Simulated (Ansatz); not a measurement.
# How fast states decay through LuScGa2O6, part 2 of 2

A new crystal, LuScGa2O6: structure, gap and complex bands. It is built by putting Ga for B in the LuScB2O6 structure of space group R-3, with the volume rescaled by atomic radii. The parent structure comes from the Materials Project.

Ansatz 0.2.0; PBE DFT, plane waves, PAW files (the session's first sound run).

So far, gap on path (eV): step 3 (the bulk crystal and its band edges) 3.61.

The structure was built from a prototype and need not be the compound's stable phase.

## Step 6: Complex bands, plane (001)

The same for the (001) plane, at (0, 0), (-0.1667, -0.0625) and (0.5, 0), to see how the decay depends on direction.

input.yaml

```yaml
crystal:
  lattice:
    - [5.256406778, 0.0, 0.0]
    - [2.628203389, 4.552181802, 0.0]
    - [2.628203389, -1.517393934, 5.250654158]
  atoms:
    - { symbol: Lu, position: [0.0, 0.5, 0.5] }
    - { symbol: Sc, position: [0.0, 0.0, 0.0] }
    - { symbol: Ga, position: [0.381852664, 0.309073668, 0.927221004] }
    - { symbol: Ga, position: [0.618147336, 0.690926332, 0.072778996] }
    - { symbol: O, position: [0.8002295227, 0.9123211471, 0.792477252] }
    - { symbol: O, position: [0.4949720782, 0.5927067747, 0.792477252] }
    - { symbol: O, position: [0.1198438951, 0.2874493302, 0.792477252] }
    - { symbol: O, position: [0.5050279218, 0.4072932253, 0.207522748] }
    - { symbol: O, position: [0.8801561049, 0.7125506698, 0.207522748] }
    - { symbol: O, position: [0.1997704773, 0.0876788529, 0.207522748] }
kpoints:
  mp_grid: { grid: [6, 6, 6] }
scf:
  occupations: { method: fixed }
hamiltonian:
  xc: pbe
output:
  eigenvalues: true
  transmission:
    leads: [[0, 0]]
    kpoints: [[0.0, 0.0], [-0.1667, -0.0625], [0.5, 0.0]]
    e_range: [-1.0, 4.61]
    de: 0.09
```

The run is started by

```
$ ansatz run input.yaml --threads 2 --pin off --max-ram 4096MiB --backend cpu --events-out ev --progress --plain --runs-dir out
```

Elapsed: 66 s, on 2 threads of Arm Neoverse V2, shared host; peak memory 0.77 GiB; 1.7 min of CPU time.

Numbers from this step:

| Property | Result |
| --- | --- |
| decay constant at the filling level, zone centre | 0.3062 Å⁻¹ |
| decay constant at the filling level, slowest listed point | 0.3062 Å⁻¹ |

K parallel (0, 0); values up to 1.5 1/Å, a degenerate pair printed once or twice; energies at which all values exceed this have no row. The Im kz of the slowest decaying states by energy, zero at the highest filled level on the SCF mesh:

| energy (eV) | decay 1 (Å⁻¹) | decay 2 (Å⁻¹) | decay 3 (Å⁻¹) | decay 4 (Å⁻¹) |
| --- | --- | --- | --- | --- |
| -1.00 | 0.380 | 0.653 | 0.653 | 1.28 |
| -0.73 | 0.483 | 0.559 | 0.559 | 1.34 |
| -0.46 | 0.0765 | 0.0766 | 0.539 | 0.539 |
| -0.19 | 0.0741 | 0.579 | 0.585 | 1.37 |
| -0.01 | 0.0218 | 0.191 | 0.509 | 0.600 |
| 0.08 | 0.0935 | 0.232 | 0.450 | 0.609 |
| 0.44 | 0.204 | 0.340 | 0.632 | 0.641 |
| 0.71 | 0.246 | 0.391 | 0.660 | 0.701 |
| 0.98 | 0.274 | 0.429 | 0.676 | 0.751 |
| 1.25 | 0.292 | 0.458 | 0.688 | 0.789 |
| 1.52 | 0.302 | 0.481 | 0.698 | 0.819 |
| 1.79 | 0.306 | 0.499 | 0.705 | 0.843 |
| 2.06 | 0.304 | 0.512 | 0.710 | 0.863 |
| 2.33 | 0.295 | 0.521 | 0.714 | 0.879 |
| 2.60 | 0.279 | 0.528 | 0.715 | 0.892 |
| 2.87 | 0.253 | 0.531 | 0.715 | 0.902 |
| 3.14 | 0.214 | 0.530 | 0.714 | 0.910 |
| 3.50 | 0.115 | 0.525 | 0.709 | 0.918 |
| 3.77 | 0.516 | 0.704 | 0.921 | 1.02 |
| 4.04 | 0.504 | 0.697 | 0.923 | 0.979 |
| 4.31 | 0.486 | 0.689 | 0.922 | 0.931 |
| 4.58 | 0.460 | 0.681 | 0.878 | 0.919 |

K parallel (-0.1667, -0.0625); values up to 1.5 1/Å, a degenerate pair printed once or twice; energies at which all values exceed this have no row. Table of Im kz of the slowest decaying states by energy, zero at the highest filled level on the SCF mesh:

| energy (eV) | decay 1 (Å⁻¹) | decay 2 (Å⁻¹) | decay 3 (Å⁻¹) | decay 4 (Å⁻¹) |
| --- | --- | --- | --- | --- |
| -1.0000 | 0.0297 | 0.252 | 0.317 | 0.403 |
| -0.7300 | 0.260 | 0.321 | 0.350 | 0.471 |
| -0.4600 | 0.125 | 0.166 | 0.354 | 0.441 |
| -0.2800 | 0.101 | 0.122 | 0.211 | 0.310 |
| -0.0100 | 0.116 | 0.173 | 0.195 | 0.210 |
| 0.2600 | 0.232 | 0.273 | 0.306 | 0.408 |
| 0.5300 | 0.299 | 0.337 | 0.364 | 0.510 |
| 0.7100 | 0.328 | 0.369 | 0.393 | 0.557 |
| 0.9800 | 0.356 | 0.409 | 0.428 | 0.611 |
| 1.2500 | 0.374 | 0.440 | 0.455 | 0.650 |
| 1.5200 | 0.384 | 0.465 | 0.477 | 0.678 |
| 1.7900 | 0.387 | 0.485 | 0.493 | 0.697 |
| 1.9700 | 0.386 | 0.496 | 0.502 | 0.707 |
| 2.2400 | 0.380 | 0.509 | 0.513 | 0.719 |
| 2.5100 | 0.368 | 0.519 | 0.520 | 0.727 |
| 2.7800 | 0.350 | 0.524 | 0.525 | 0.731 |
| 2.9600 | 0.333 | 0.524 | 0.527 | 0.732 |
| 3.2300 | 0.300 | 0.523 | 0.528 | 0.731 |
| 3.5000 | 0.253 | 0.519 | 0.525 | 0.728 |
| 3.7700 | 0.180 | 0.511 | 0.520 | 0.720 |
| 4.0400 | 0.498 | 0.510 | 0.710 | 0.715 |
| 4.2200 | 0.487 | 0.502 | 0.700 | 0.707 |
| 4.4900 | 0.463 | 0.484 | 0.682 | 0.688 |

K parallel (0.5, 0); values up to 1.5 1/Å, a degenerate pair printed once or twice; energies at which all values exceed this have no row. Table of Im kz of the slowest decaying states by energy, zero at the highest filled level on the SCF mesh:

| energy (eV) | decay 1 (Å⁻¹) | decay 2 (Å⁻¹) | decay 3 (Å⁻¹) | decay 4 (Å⁻¹) |
| --- | --- | --- | --- | --- |
| -1.0000 | 0.112 | 0.153 | 0.181 | 0.194 |
| -0.7300 | 0.111 | 0.196 | 0.203 | 0.329 |
| -0.4600 | 0.0594 | 0.176 | 0.262 | 0.542 |
| -0.2800 | 0.239 | 0.241 | 0.273 | 0.579 |
| -0.0100 | 0.165 | 0.185 | 0.334 | 0.335 |
| 0.2600 | 0.285 | 0.310 | 0.426 | 0.446 |
| 0.5300 | 0.348 | 0.372 | 0.480 | 0.512 |
| 0.7100 | 0.379 | 0.401 | 0.507 | 0.546 |
| 0.9800 | 0.414 | 0.435 | 0.540 | 0.588 |
| 1.2500 | 0.440 | 0.461 | 0.565 | 0.621 |
| 1.5200 | 0.460 | 0.481 | 0.584 | 0.647 |
| 1.7900 | 0.475 | 0.496 | 0.599 | 0.668 |
| 1.9700 | 0.483 | 0.504 | 0.606 | 0.680 |
| 2.2400 | 0.492 | 0.513 | 0.613 | 0.693 |
| 2.5100 | 0.497 | 0.518 | 0.615 | 0.702 |
| 2.7800 | 0.499 | 0.520 | 0.613 | 0.706 |
| 2.9600 | 0.499 | 0.520 | 0.609 | 0.706 |
| 3.2300 | 0.496 | 0.517 | 0.598 | 0.702 |
| 3.5000 | 0.490 | 0.510 | 0.581 | 0.687 |
| 3.7700 | 0.481 | 0.499 | 0.555 | 0.665 |
| 4.0400 | 0.469 | 0.478 | 0.519 | 0.636 |
| 4.2200 | 0.448 | 0.459 | 0.494 | 0.613 |
| 4.4900 | 0.345 | 0.441 | 0.463 | 0.571 |

At the listed wavevectors the last open channel is at -0.01 eV and the next at +3.68 eV on the grid. At +1.79 eV, the grid energy nearest the filling level (the middle of the gap on the SCF mesh), the slowest state at the listed wavevectors decays with κ = 0.306 Å⁻¹, its amplitude falling by e over 3.3 Å; the first such run, plane (101), gave 0.291 Å⁻¹.

## Step 7: Band edges at another level, cutoff 500 eV

This step: r2SCAN DFT, plane waves, PAW files (Ansatz 0.2.0).

The edges again with r2SCAN, at the same atoms. Against that run the cutoff is 500 eV against 420.

input.yaml

```yaml
crystal:
  lattice:
    - [2.6282033889, 1.5173939341, 5.2506541583]
    - [-2.6282033889, 1.5173939341, 5.2506541583]
    - [0.0, -3.0347878682, 5.2506541583]
  atoms:
    - { symbol: Lu, position: [0.5, 0.5, 0.5] }
    - { symbol: Sc, position: [0.0, 0.0, 0.0] }
    - { symbol: Ga, position: [0.690926332, 0.690926332, 0.690926332] }
    - { symbol: Ga, position: [0.309073668, 0.309073668, 0.309073668] }
    - { symbol: O, position: [0.7125506698, 0.0876788529, 0.4072932253] }
    - { symbol: O, position: [0.0876788529, 0.4072932253, 0.7125506698] }
    - { symbol: O, position: [0.4072932253, 0.7125506698, 0.0876788529] }
    - { symbol: O, position: [0.9123211471, 0.5927067747, 0.2874493302] }
    - { symbol: O, position: [0.5927067747, 0.2874493302, 0.9123211471] }
    - { symbol: O, position: [0.2874493302, 0.9123211471, 0.5927067747] }
kpoints:
  mp_grid: { grid: [6, 6, 6] }
  band_path: { path: [VBM, CBM], npoints: 30 }
scf:
  occupations: { method: fixed }
hamiltonian:
  xc: r2scan
output:
  eigenvalues: true
```

Elapsed: 46 s, on 2 threads; peak memory 0.93 GiB.

This step gave:

| Property | Result |
| --- | --- |
| free energy | -27889.6174 eV |
| Fermi energy | 7.493 eV |
| gap on the k-mesh | 4.182 eV |
| gap on path | 4.177 eV, by band count; negative where bands overlap |
| direct gap on path | 4.182 eV |
| edge places on path | 0, 0.1659 1/A along the path |

Electronic bands along the path, in eV, zero at the Fermi level (highest filled level under fixed occupations); v1 is the highest filled band, c1 the lowest empty one:

| point | v4 | v3 | v2 | v1 | c1 | c2 | c3 | c4 |
| --- | --- | --- | --- | --- | --- | --- | --- | --- |
| VBM | -0.18 | -0.17 | -0.03 | 0.01 | 4.44 | 5.94 | 5.97 | 6.02 |
| halfway | -0.17 | -0.06 | -0.02 | 0.00 | 4.25 | 5.96 | 5.97 | 6.00 |
| CBM | -0.17 | -0.01 | -0.01 | 0.00 | 4.18 | 5.97 | 5.97 | 6.00 |

The searched edges give 4.18 eV, against 4.18 eV on the mesh.

## Step 8: Complex bands at another level, cutoff 500 eV

This step: r2SCAN DFT, plane waves, PAW files; complex bands by layer matching along the plane's normal (Ansatz 0.2.0).

The complex bands at that level, over its own gap, at (0, 0) and (-0.0625, -0.0417).

input.yaml

```yaml
crystal:
  lattice:
    - [6.064594504, 0.0, 0.0]
    - [2.277960398, 4.737162509, 0.0]
    - [2.277960398, 1.820879591, 4.373226058]
  atoms:
    - { symbol: Lu, position: [0.5, 0.5, 0.5] }
    - { symbol: Sc, position: [0.0, 0.0, 0.0] }
    - { symbol: Ga, position: [0.072778996, 0.309073668, 0.309073668] }
    - { symbol: Ga, position: [0.927221004, 0.690926332, 0.690926332] }
    - { symbol: O, position: [0.207522748, 0.9123211471, 0.5927067747] }
    - { symbol: O, position: [0.207522748, 0.5927067747, 0.2874493302] }
    - { symbol: O, position: [0.207522748, 0.2874493302, 0.9123211471] }
    - { symbol: O, position: [0.792477252, 0.4072932253, 0.7125506698] }
    - { symbol: O, position: [0.792477252, 0.7125506698, 0.0876788529] }
    - { symbol: O, position: [0.792477252, 0.0876788529, 0.4072932253] }
kpoints:
  mp_grid: { grid: [6, 6, 6] }
scf:
  occupations: { method: fixed }
hamiltonian:
  xc: r2scan
output:
  eigenvalues: true
  transmission:
    leads: [[0, 0]]
    kpoints: [[0.0, 0.0], [-0.0625, -0.0417]]
    e_range: [-1.0, 5.18]
    de: 0.15
```

The job ended after 78 s (2 threads; peak memory 1.3 GiB; 2.3 min of CPU time).

This step gave:

* level to which the leads are filled: 2.091 eV from the Fermi level
* decay constant at the filling level, zone centre: 0.3158 Å⁻¹
* decay constant at the filling level, slowest listed point: 0.3158 Å⁻¹

K parallel (0, 0); values up to 1.5 1/Å, a degenerate pair printed once or twice; energies at which all values exceed this have no row. The Im kz of the slowest decaying states by energy, zero at the highest filled level on the SCF mesh:

| energy (eV) | decay 1 (Å⁻¹) | decay 2 (Å⁻¹) | decay 3 (Å⁻¹) | decay 4 (Å⁻¹) |
| --- | --- | --- | --- | --- |
| -1.00 | 0.0207 | 0.175 | 0.177 | 0.179 |
| -0.70 | 0.144 | 0.144 | 0.310 | 0.324 |
| -0.55 | 0.0383 | 0.109 | 0.238 | 0.303 |
| -0.25 | 0.171 | 0.259 | 0.280 | 0.348 |
| 0.05 | 0.0890 | 0.174 | 0.206 | 0.254 |
| 0.20 | 0.157 | 0.285 | 0.309 | 0.383 |
| 0.50 | 0.225 | 0.402 | 0.408 | 0.439 |
| 0.65 | 0.247 | 0.441 | 0.444 | 0.457 |
| 0.95 | 0.278 | 0.490 | 0.491 | 0.499 |
| 1.25 | 0.298 | 0.513 | 0.526 | 0.568 |
| 1.40 | 0.305 | 0.519 | 0.540 | 0.592 |
| 1.70 | 0.314 | 0.528 | 0.564 | 0.635 |
| 2.00 | 0.317 | 0.533 | 0.581 | 0.670 |
| 2.15 | 0.316 | 0.534 | 0.588 | 0.685 |
| 2.45 | 0.310 | 0.534 | 0.598 | 0.710 |
| 2.75 | 0.298 | 0.533 | 0.604 | 0.729 |
| 2.90 | 0.289 | 0.531 | 0.605 | 0.737 |
| 3.20 | 0.266 | 0.525 | 0.606 | 0.747 |
| 3.50 | 0.233 | 0.518 | 0.603 | 0.742 |
| 3.65 | 0.210 | 0.513 | 0.600 | 0.736 |
| 3.95 | 0.145 | 0.485 | 0.518 | 0.593 |
| 4.10 | 0.0882 | 0.468 | 0.520 | 0.588 |
| 4.40 | 0.433 | 0.521 | 0.575 | 0.696 |
| 4.70 | 0.392 | 0.518 | 0.559 | 0.671 |
| 4.85 | 0.366 | 0.517 | 0.550 | 0.656 |
| 5.15 | 0.296 | 0.512 | 0.529 | 0.618 |

K parallel (-0.0625, -0.0417); values up to 1.5 1/Å, a degenerate pair printed once or twice; energies at which all values exceed this have no row. Im kz of the slowest decaying states against energy, zero at the highest filled level on the SCF mesh:

| energy (eV) | decay 1 (Å⁻¹) | decay 2 (Å⁻¹) | decay 3 (Å⁻¹) | decay 4 (Å⁻¹) |
| --- | --- | --- | --- | --- |
| -1.00 | 0.126 | 0.154 | 0.167 | 0.181 |
| -0.70 | 0.130 | 0.142 | 0.167 | 0.235 |
| -0.55 | 0.0314 | 0.0953 | 0.150 | 0.215 |
| -0.25 | 0.168 | 0.187 | 0.224 | 0.263 |
| 0.05 | 0.109 | 0.185 | 0.203 | 0.227 |
| 0.20 | 0.175 | 0.283 | 0.314 | 0.324 |
| 0.50 | 0.238 | 0.403 | 0.413 | 0.415 |
| 0.65 | 0.258 | 0.445 | 0.446 | 0.446 |
| 0.95 | 0.288 | 0.475 | 0.494 | 0.494 |
| 1.25 | 0.308 | 0.496 | 0.529 | 0.529 |
| 1.40 | 0.314 | 0.505 | 0.535 | 0.543 |
| 1.70 | 0.322 | 0.519 | 0.538 | 0.566 |
| 2.00 | 0.325 | 0.528 | 0.538 | 0.582 |
| 2.15 | 0.324 | 0.532 | 0.538 | 0.588 |
| 2.45 | 0.318 | 0.534 | 0.536 | 0.598 |
| 2.75 | 0.306 | 0.529 | 0.538 | 0.604 |
| 2.90 | 0.297 | 0.525 | 0.538 | 0.605 |
| 3.20 | 0.275 | 0.515 | 0.537 | 0.605 |
| 3.50 | 0.242 | 0.502 | 0.534 | 0.602 |
| 3.65 | 0.221 | 0.494 | 0.533 | 0.600 |
| 3.95 | 0.160 | 0.474 | 0.530 | 0.592 |
| 4.10 | 0.111 | 0.461 | 0.529 | 0.587 |
| 4.40 | 0.430 | 0.526 | 0.575 | 0.580 |
| 4.70 | 0.389 | 0.522 | 0.560 | 0.564 |
| 4.85 | 0.363 | 0.520 | 0.552 | 0.554 |
| 5.15 | 0.293 | 0.514 | 0.531 | 0.532 |

At the listed wavevectors the last open channel is at -0.10 eV and the next at +4.25 eV on the grid. At +2.15 eV, the grid energy nearest the filling level (the middle of the gap on the SCF mesh), the slowest state at the listed wavevectors decays with κ = 0.316 Å⁻¹, its amplitude falling by e over 3.2 Å; the first such run, plane (101), gave 0.291 Å⁻¹.

## Step 9: A repeat with changed settings

This step: PBE DFT, plane waves, PAW files; complex bands by layer matching along the plane's normal; changed: crystal.atoms[0].symbol = "lu", scf.max_iter = 60 (Ansatz 0.2.0).

This run repeats an earlier one, its twin (the complex run, plane (101)), with two settings changed (starting moments or atoms, scf.max_iter; files written aside). The setting was drawn as a possible misstep, on purpose. Where the input is shown as a difference, that is against the step before, not the twin.

input.yaml: that of step 8 with these lines changed.

```diff
@@ -6,3 +6,3 @@
   atoms:
-    - { symbol: Lu, position: [0.5, 0.5, 0.5] }
+    - { symbol: lu, position: [0.5, 0.5, 0.5] }
     - { symbol: Sc, position: [0.0, 0.0, 0.0] }
@@ -20,4 +20,5 @@
   occupations: { method: fixed }
+  max_iter: 60
 hamiltonian:
-  xc: r2scan
+  xc: pbe
 output:
@@ -26,4 +27,4 @@
     leads: [[0, 0]]
-    kpoints: [[0.0, 0.0], [-0.0625, -0.0417]]
-    e_range: [-1.0, 5.18]
-    de: 0.15
+    kpoints: [[0.0, 0.0], [-0.0729, -0.0625]]
+    e_range: [-1.0, 4.61]
+    de: 0.14
```

It took 0.02 s on 2 threads; peak memory 0.02 GiB.

The program refused the input before any cycle.

The program's message: “Error: YAML parse error: error: line 7 column 17: `lu` is not an element symbol (H … Og, case-exact)”

The change that led to it: crystal.atoms[0].symbol = "lu".

## Step 10: What came out

| Quantity | Value |
| --- | --- |
| band gap | 3.61 eV |
| least decay constant at mid-gap, normal to (101) | 0.291 Å⁻¹ |
| least decay constant at mid-gap, normal to (001) | 0.306 Å⁻¹ |
| least decay constant on a mesh, normal to (101) | 0.291 Å⁻¹ |
| least decay constant, r2SCAN | 0.316 Å⁻¹ |

**Reading.** With PBE, the slowest decay at the wavevectors tried is κ = 0.291 Å⁻¹, normal to (101). Through such a film the transmission near mid-gap falls as exp(−2κd), a factor of ten every 4.0 Å. The directions tried decay at nearly the same rate. A free electron under a barrier of half the gap would need a mass of 0.18 mₑ to decay at this rate. With r2SCAN the gap goes from 3.61 to 4.18 eV and the decay constant, over the first 2 listed wavevectors (which shift with the band edges), from 0.291 to 0.316 Å⁻¹. The compound is made up by substitution; its stability against other phases and against distortions of the cell's symmetry was not tested. A semilocal functional narrows gaps, so real decay constants are likely larger.

[Logs are printed without paths, hosts, clocks, repeated set-up lines and the standing remarks that a program may print on its own settings, such as how far it seeks lower states.]

[Hosts, paths, dates, database ids (printed as entryN), source tags and the programs' standing remarks are cut or masked in the printed files.]
